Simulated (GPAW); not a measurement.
# CN in line between two Ru chains: relaxation, then transmission at several levels, part 3 of 3

Aim: the conductance of CN in line between two Ru chains after relaxation, and whether geometry, basis or functional moves it most.

GPAW 26.7.0; GPAW LCAO, PAW setups; relaxation of the junction within the symmetry of its start, lead ends held (the session's first sound run).

So far, transmission at the Fermi level (one spin): step 3 (GPAW, dzp, PBE, GPAW) 1.43; step 4 (basis szp(dzp), PBE, GPAW) 1.44; step 5 (basis sz(dzp), PBE, GPAW) 1.46; step 6 (RPBE) 1.42.

### 7. Without the relaxation: geometry = "as built"

Level of this step: GPAW LCAO, PAW setups; Landauer transmission from Green's functions with principal layers (ASE), zero bias (GPAW).

The dzp basis with PBE on the structure as first built shows what the relaxation was worth.

run.py

```python
import json
import numpy as np
from ase import Atoms
from ase.transport.calculators import TransportCalculator
from gpaw import GPAW, FermiDirac
from gpaw.lcao.tools import get_lcao_hamiltonian
from scipy.linalg import eigh

# The junction with lead layers at both ends, along the third cell vector
device = Atoms(
    ['Ru', 'Ru', 'Ru', 'Ru', 'Ru', 'Ru', 'Ru', 'Ru', 'C', 'N', 'Ru', 'Ru', 'Ru', 'Ru', 'Ru', 'Ru', 'Ru', 'Ru'],
    positions=[
        [4.50000, 4.50000, 1.12500],
        [4.50000, 4.50000, 3.37500],
        [4.50000, 4.50000, 5.62500],
        [4.50000, 4.50000, 7.87500],
        [4.50000, 4.50000, 10.12500],
        [4.50000, 4.50000, 12.37500],
        [4.50000, 4.50000, 14.62500],
        [4.50000, 4.50000, 16.87500],
        [4.50000, 4.50000, 18.60850],
        [4.50000, 4.50000, 19.78850],
        [4.50000, 4.50000, 21.49790],
        [4.50000, 4.50000, 23.74790],
        [4.50000, 4.50000, 25.99790],
        [4.50000, 4.50000, 28.24790],
        [4.50000, 4.50000, 30.49790],
        [4.50000, 4.50000, 32.74790],
        [4.50000, 4.50000, 34.99790],
        [4.50000, 4.50000, 37.24790]],
    cell=[[9.0, 0.0, 0.0], [0.0, 9.0, 0.0], [0.0, 0.0, 38.3729]],
    pbc=True)

# One principal layer of the lead: the first 5 atoms of the device
lead = Atoms(
    ['Ru', 'Ru', 'Ru', 'Ru', 'Ru'],
    positions=[
        [4.50000, 4.50000, 1.12500],
        [4.50000, 4.50000, 3.37500],
        [4.50000, 4.50000, 5.62500],
        [4.50000, 4.50000, 7.87500],
        [4.50000, 4.50000, 10.12500]],
    cell=[[9.0, 0.0, 0.0], [0.0, 9.0, 0.0], [0.0, 0.0, 11.25]],
    pbc=True)

settings = dict(mode='lcao', basis='dzp', xc='PBE', h=0.18,
                occupations=FermiDirac(0.1), maxiter=250,
                mixer=dict(beta=0.1, nmaxold=8, weight=100.0),
                convergence=dict(density=0.0001))
energies = np.arange(-2, 2 + 1e-9, 0.025)
eta = 0.0001
n1, n2 = 1, 1
# k and -k transmit alike, so half of the mesh across the current serves
mesh = [(i, j) for i in range(n1) for j in range(n2) if (i, j) <= (-i % n1, -j % n2)]
weights = np.array([1 if (i, j) == (-i % n1, -j % n2) else 2 for i, j in mesh]) / (n1 * n2)


def ground_state(atoms, size, txt):
    atoms.calc = GPAW(kpts={'size': size, 'gamma': True}, symmetry={'tolerance': 1e-3}, txt=txt, **settings)
    atoms.get_potential_energy()
    return atoms.calc.get_fermi_level()


def blocks(atoms, fermi, points, nz, cells):
    """H - E_F S and S between cell 0 and the cells above it, at each point across the current."""
    kz = np.arange(nz) / nz
    calc = atoms.calc.fixed_density(kpts=[(*k, z) for k in points for z in kz], symmetry='off', txt=None)
    H, S = get_lcao_hamiltonian(calc)
    H = (H - fermi * S).reshape(len(H), len(points), nz, *S.shape[1:])
    S = S.reshape(H.shape[1:])
    phases = [np.exp(-2j * np.pi * kz * R) / nz for R in cells]
    return [(np.einsum('skzij,z->ksij', H, p), np.einsum('kzij,z->kij', S, p)) for p in phases]


def pair(a, b):
    return np.block([[a, b], [b.T.conj(), a]])


def count_channels(h, s, cells, nk=240):
    """Half the number of times that the lead's bands cross each energy, unfolded to its shortest repeat."""
    b = len(h) // cells
    bands = []
    for k in (np.arange(nk + 1) + 0.5) / nk:
        hk, sk = h[:b, :b].copy(), s[:b, :b].copy()
        for R in range(1, cells):
            phase, block = np.exp(2j * np.pi * k * R), slice(R * b, (R + 1) * b)
            hk += h[:b, block] * phase + (h[:b, block] * phase).T.conj()
            sk += s[:b, block] * phase + (s[:b, block] * phase).T.conj()
        w, u = eigh(sk)
        x = u[:, w > 1e-5] / w[w > 1e-5]**0.5  # drop near-dependent combinations
        bands.append(np.r_[eigh(x.T.conj() @ hk @ x, eigvals_only=True), [1e9] * (w <= 1e-5).sum()])
    below = np.array(bands)[:, :, None] < energies
    return (below[1:] != below[:-1]).sum((0, 1)) / 2


fermi_lead = ground_state(lead, (1, 1, 10), 'lead.txt')
fermi_device = ground_state(device, (1, 1, 2), 'device.txt')
T, channels, eigen, tail, misfit, shifts = [], [], [], 0.0, 0.0, []
for first in range(0, len(mesh), 342):
    points = [(i / n1, j / n2) for i, j in mesh[first:first + 342]]
    (H0k, S0k), (H1k, S1k), (H2k, _) = blocks(lead, fermi_lead, points, 5, range(3))
    [(Hk, Sk)] = blocks(device, fermi_device, points, 2, [0])
    tail = max(tail, abs(H2k).max())
    for H0, S0, H1, S1, H, S in zip(H0k, S0k, H1k, S1k, Hk, Sk):
        n = len(S0)
        # Shift the lead onto the potential of the device's first layer
        shift = ((H[:, 0, 0] - H0[:, 0, 0]) / S0[0, 0]).real.mean()
        shifts.append(shift)
        misfit = max(misfit, abs(H[:, :n, :n] - H0 - shift * S0).max())
        Tk, Ck, Ek = [], [], []
        for s in range(len(H)):
            t = s % len(H0)  # a lead without moments serves both spins
            h1, s1 = pair(H0[t] + shift * S0, H1[t] + shift * S1), pair(S0, S1)
            leads = dict(h1=h1, s1=s1, energies=energies, eta=eta, eta1=eta, eta2=eta)
            calc = TransportCalculator(h=H[s], s=S, eigenchannels=3, **leads)
            Tk.append(calc.get_transmission())
            Ek.append(np.sort(calc.eigenchannels_ne, axis=0)[::-1])
            Ck.append(count_channels(h1, s1, 10))
        T.append(Tk)
        channels.append(Ck)
        eigen.append(Ek)
T, channels = np.array(T), np.array(channels)
mean, open_channels = np.einsum('kse,k->se', T, weights), np.einsum('kse,k->se', channels, weights)

print(f'basis functions: device {len(S)}, principal layer {n}')
print(f'Fermi level: lead {fermi_lead:.4f} eV, device {fermi_device:.4f} eV; lead shifted by {np.mean(shifts):.4f} eV')
print(f'largest coupling past the next layer {tail:.2e} eV, largest misfit of the first layer {misfit:.3f} eV')
print('  E-E_F (eV)   ' + 'T (one spin)  channels')
for e, t, c in zip(energies, mean.T, open_channels.T):
    print(f'{e:10.3f}  ', *[f'{x:11.4e}' for x in t], *[f'{x:9.4f}' for x in c])

kT = 8.617333e-5 * 300
fine = np.linspace(energies[0], energies[-1], 4001)
both = np.exp(np.interp(fine, energies, np.log(np.maximum(mean.sum(0) * 2 / len(mean), 1e-30))))
fermi = lambda mu: 1 / (1 + np.exp(np.clip((fine - mu) / kT, -200, 200)))
slope = fermi(0) * (1 - fermi(0)) / kT
G = np.trapezoid(both * slope, fine) / 2
seebeck = -np.trapezoid(both * slope * fine, fine) / (2 * G * 300) * 1e6
print(f'conductance at 300 K: {G:.5g} G0 a cell; thermopower {seebeck:.4g} uV/K')
bias = [0.1, 0.2, 0.5, 1.0, 1.5, 2.0]
current = [38.74 * np.trapezoid(both * (fermi(V / 2) - fermi(-V / 2)), fine) for V in bias]
for V, I in zip(bias, current):
    print(f'current from the zero-bias T(E) at {V} V: {I:.5g} uA')
zero = abs(energies).argmin()
json.dump(dict(energies=energies.tolist(), T=mean.tolist(), channels=open_channels.tolist(), G=G, seebeck=seebeck,
               bias=bias, current=current, tail=tail, misfit=misfit, shift=np.mean(shifts), n_device=len(S), n_lead=n,
               fermi=[fermi_lead, fermi_device], energy=device.get_potential_energy(),
               moments=device.get_magnetic_moments().tolist(), mesh=mesh, weights=weights.tolist(),
               T_k=T[:, :, zero].tolist(), eigen=np.array(eigen[0]).tolist()), open('result.json', 'w'))
```

On the command line:

```bash
$ OMP_NUM_THREADS=1 OPENBLAS_NUM_THREADS=1 python run.py
```

The log of the run:

```text
basis functions: device 490, principal layer 145
Fermi level: lead -3.4327 eV, device -3.4777 eV; lead shifted by 0.0082 eV
largest coupling past the next layer 2.00e-05 eV, largest misfit of the first layer 0.047 eV
  E-E_F (eV)   T (one spin)  [channel counts left out]
    -2.000    1.7454e+00
    -1.975    1.7491e+00
    -1.950    1.7532e+00
[...]
1.975    1.0879e+00
     2.000    1.0250e+00
conductance at 300 K: 1.9877 G0 a cell; thermopower 0.08895 uV/K
current from the zero-bias T(E) at 0.1 V: 15.399 uA
current from the zero-bias T(E) at 0.2 V: 30.788 uA
current from the zero-bias T(E) at 0.5 V: 76.796 uA
current from the zero-bias T(E) at 1.0 V: 152.56 uA
current from the zero-bias T(E) at 1.5 V: 226.93 uA
current from the zero-bias T(E) at 2.0 V: 299.95 uA
```

The job ended after 9.4 min (1 thread of Arm Neoverse V1, shared host; peak memory 2.2 GiB).

Numbers from this step:

| Item | Value |
| --- | --- |
| conductance | 1.988 G₀ |
| largest coupling past the next principal layer | 2.00e-5 eV |
| largest misfit of the first principal layer | 0.04671 eV |
| shift that aligns the lead | 0.008241 eV |
| transmission at the Fermi level (one spin) | 1.988 |

One spin. Transmission, zone mean against energy, zero at the Fermi level:

```
energy (eV)  transmission, zone mean
     -2.000                     1.75
     -1.800                     1.79
     -1.600                     1.84
     -1.400                     1.88
     -1.200                     1.91
     -1.000                     1.93
     -0.800                     1.93
     -0.600                     1.95
     -0.400                     1.96
     -0.200                     1.98
     -0.050                     1.99
      0.000                     1.99
      0.200                     1.97
      0.400                     1.94
      0.600                     1.90
      0.800                     1.86
      1.000                     1.81
      1.200                     1.74
      1.400                     1.66
      1.600                     1.54
      1.800                     1.36
      2.000                     1.02
```

The conductance, 1.99 G₀, lies 39 % above that of the dzp run.

### 8. All levels side by side

Times are for 1 thread of Arm Neoverse V1, shared host. The series side by side:

```
no.       run  conductance (G₀)     time  memory (GiB)
  1       dzp             1.431  9.2 min           2.2
  2       szp             1.435    5 min           2.1
  3        sz             1.460  4.3 min           2.0
  4  dzp RPBE             1.421  8.7 min           2.2
  5   asbuilt             1.988  9.4 min           2.2
```

### 9. Comparison

The curves are compared point by point over the common energies.

This step: comparison of transmission and cost over codes, levels and geometry (GPAW 26.7.0).

Ladder, by row:

```
    step  code  T at the Fermi level (sum over the listed spins)  conductance (G0)  r.m.s. T(E) from the first  wall time (s)  peak memory (GiB)  threads
     dzp  GPAW                                             1.432             1.431                           0          553.3               2.23        1
     szp  GPAW                                             1.437             1.435                      0.1102          298.6               2.11        1
      sz  GPAW                                             1.461              1.46                      0.1171          259.2               2.02        1
dzp-RPBE  GPAW                                             1.422             1.421                    0.007386          519.6               2.23        1
 asbuilt  GPAW                                             1.988             1.988                      0.7926            566               2.23        1
```

Table of transmission, zone mean, sum over the listed spins by energy, zero at the Fermi level:

```
energy (eV)    dzp    szp     sz  dzp-RPBE  asbuilt
     -2.000  0.474  0.452  0.419     0.477     1.75
     -1.800  0.501  0.488  0.460     0.504     1.79
     -1.600  0.548  0.544  0.521     0.551     1.84
     -1.400  0.602  0.613  0.593     0.606     1.88
     -1.200  0.672  0.680  0.658     0.666     1.91
     -1.000  0.787  0.788  0.781     0.782     1.93
     -0.800  0.903  0.919  0.918     0.898     1.93
     -0.600   1.04   1.06   1.07      1.03     1.95
     -0.400   1.19   1.21   1.23      1.18     1.96
     -0.200   1.33   1.34   1.36      1.32     1.98
      0.000   1.43   1.44   1.46      1.42     1.99
      0.200   1.50   1.49   1.52      1.49     1.97
      0.400   1.54   1.53   1.56      1.53     1.94
      0.600   1.58   1.56   1.59      1.57     1.90
      0.800   1.62   1.58   1.62      1.62     1.86
      1.000   1.67   1.61   1.64      1.67     1.81
      1.150   1.69   1.61   1.65      1.69     1.76
      1.175   1.70   1.61   1.65      1.69     1.75
      1.200   1.70   1.61   1.65      1.70     1.74
      1.325   1.71   1.60   1.64      1.70     1.69
      1.400   1.71   1.59   1.63      1.70     1.66
      1.600   1.68   1.52   1.55      1.67     1.54
      1.800   1.58   1.33   1.35      1.57     1.36
      2.000   1.33  0.769  0.604      1.30     1.02
```

### 10. Other settings

One more run, with changed settings.

This step: GPAW LCAO, PAW setups; Landauer transmission from Green's functions with principal layers (ASE), zero bias (GPAW 26.7.0).

Changes to run.py since step 7:

```diff
@@ -19,6 +19,6 @@
         [4.50000, 4.50000, 14.62500],
-        [4.50000, 4.50000, 16.87500],
-        [4.50000, 4.50000, 18.60850],
-        [4.50000, 4.50000, 19.78850],
-        [4.50000, 4.50000, 21.49790],
+        [4.50000, 4.50000, 16.72795],
+        [4.50000, 4.50000, 18.59729],
+        [4.50000, 4.50000, 19.79415],
+        [4.50000, 4.50000, 21.66600],
         [4.50000, 4.50000, 23.74790],
@@ -33,12 +33,9 @@
 
-# One principal layer of the lead: the first 5 atoms of the device
+# One principal layer of the lead: the first 2 atoms of the device
 lead = Atoms(
-    ['Ru', 'Ru', 'Ru', 'Ru', 'Ru'],
+    ['Ru', 'Ru'],
     positions=[
         [4.50000, 4.50000, 1.12500],
-        [4.50000, 4.50000, 3.37500],
-        [4.50000, 4.50000, 5.62500],
-        [4.50000, 4.50000, 7.87500],
-        [4.50000, 4.50000, 10.12500]],
-    cell=[[9.0, 0.0, 0.0], [0.0, 9.0, 0.0], [0.0, 0.0, 11.25]],
+        [4.50000, 4.50000, 3.37500]],
+    cell=[[9.0, 0.0, 0.0], [0.0, 9.0, 0.0], [0.0, 0.0, 4.5]],
     pbc=True)
@@ -46,3 +43,3 @@
 settings = dict(mode='lcao', basis='dzp', xc='PBE', h=0.18,
-                occupations=FermiDirac(0.1), maxiter=250,
+                occupations=FermiDirac(0.1), maxiter=100,
                 mixer=dict(beta=0.1, nmaxold=8, weight=100.0),
@@ -117,3 +114,3 @@
             Ek.append(np.sort(calc.eigenchannels_ne, axis=0)[::-1])
-            Ck.append(count_channels(h1, s1, 10))
+            Ck.append(count_channels(h1, s1, 4))
         T.append(Tk)
```

The log of the run:

```text
basis functions: device 490, principal layer 58
Fermi level: lead -3.4699 eV, device -3.4413 eV; lead shifted by -0.0109 eV
largest coupling past the next layer 1.64e+00 eV, largest misfit of the first layer 0.022 eV
  E-E_F (eV)   T (one spin)  [channel counts left out]
    -2.000    4.7196e-01
    -1.975    4.7378e-01
    -1.950    4.7601e-01
    -1.925    4.7865e-01
    -1.900    4.8170e-01
    -1.875    4.8515e-01
    -1.850    4.8899e-01
    -1.825    4.9322e-01
    -1.800    4.9780e-01
    -1.775    5.0265e-01
    -1.750    5.0715e-01
    -1.725    5.1539e-01
    -1.700    5.2071e-01
    -1.675    5.2688e-01
    -1.650    5.3341e-01
    -1.625    5.4021e-01
[...]
1.825    1.0788e+00
     1.850    1.3076e+00
     1.875    1.3382e+00
     1.900    1.3276e+00
     1.925    1.2991e+00
     1.950    1.2589e+00
     1.975    1.2088e+00
     2.000    1.1491e+00
conductance at 300 K: 1.4068 G0 a cell; thermopower -1.634 uV/K
current from the zero-bias T(E) at 0.1 V: 10.901 uA
current from the zero-bias T(E) at 0.2 V: 21.808 uA
current from the zero-bias T(E) at 0.5 V: 54.844 uA
current from the zero-bias T(E) at 1.0 V: 111.67 uA
current from the zero-bias T(E) at 1.5 V: 161.01 uA
current from the zero-bias T(E) at 2.0 V: 208.83 uA
```

Run time: 7.9 min. Hardware: 1 thread; peak memory 2.1 GiB.

The run finished. A setting was moved off its sound value on purpose, so it serves as a test and not as the result.

The fault put into the input: a principal layer shorter than the orbitals' reach (n_lead = 2 and period = 4.5).

Side by side:

```
                                           quantity   this run  sound run  difference
                                   conductance (G₀)     1.4068     1.4309     -0.0241
largest coupling past the next principal layer (eV)     1.6392   2.002e-5        1.64
   largest misfit of the first principal layer (eV)   0.022471   0.049734     -0.0273
                    shift that aligns the lead (eV)  -0.010949  0.0041629     -0.0151
               basis functions of a principal layer         58        145         -87
         transmission at the Fermi level (one spin)     1.4068     1.4321     -0.0253
```

The two runs differ clearly in the largest coupling past the next principal layer: 1.64 eV against 2.0e-5 eV.

### 11. Outcome

```
conductance                                        : 1.43 G₀
transmission at the Fermi level, mean of the spins : 1.43
thermopower                                        : -2.21 μV/K
```

In the dzp basis the junction conducts 1.43 G₀ at 300 K, with T = 1.43 a spin at the Fermi level; the sz basis reaches that conductance within 10 %. Relaxation moved atoms by up to 0.17 Å and took the conductance from 1.99 to 1.43 G₀, as a ratio a larger change than the step from dzp to the minimal basis. At the Fermi level the three most open eigenchannels pass 0.68, 0.68 and 0.063. Measured against the first run (dzp), the nearest curve is that of dzp-RPBE (r.m.s. 0.0074) and the farthest that of asbuilt (0.79). Over the compared runs wall time goes from 259 s (sz) to 566 s (asbuilt), on a shared host. The leads kept an estimated spacing and the cell its length, so the junction may be under some tension or compression. The geometry comes from the orbital basis, which tends to overbind, and kept the symmetry of the start, so a structure of lower symmetry may lie lower. The run had no spin polarisation, so a magnetic state, which chains and small molecules with open shells often have, wasn't tested. An evenly spaced straight chain is an idealisation: free chains tend to dimerise, zigzag or, where a band edge lies near the Fermi level, turn magnetic. The currents use the zero-bias T(E) throughout, which holds only while the bias is small against the distance to the nearest feature.

[Logs are printed without paths, hosts, clocks, repeated set-up lines and the standing remarks that a program may print on its own settings, such as how far it seeks lower states.]

[Hosts, paths, dates, database ids (printed as entryN), source tags and the programs' standing remarks are cut or masked in the printed files.]
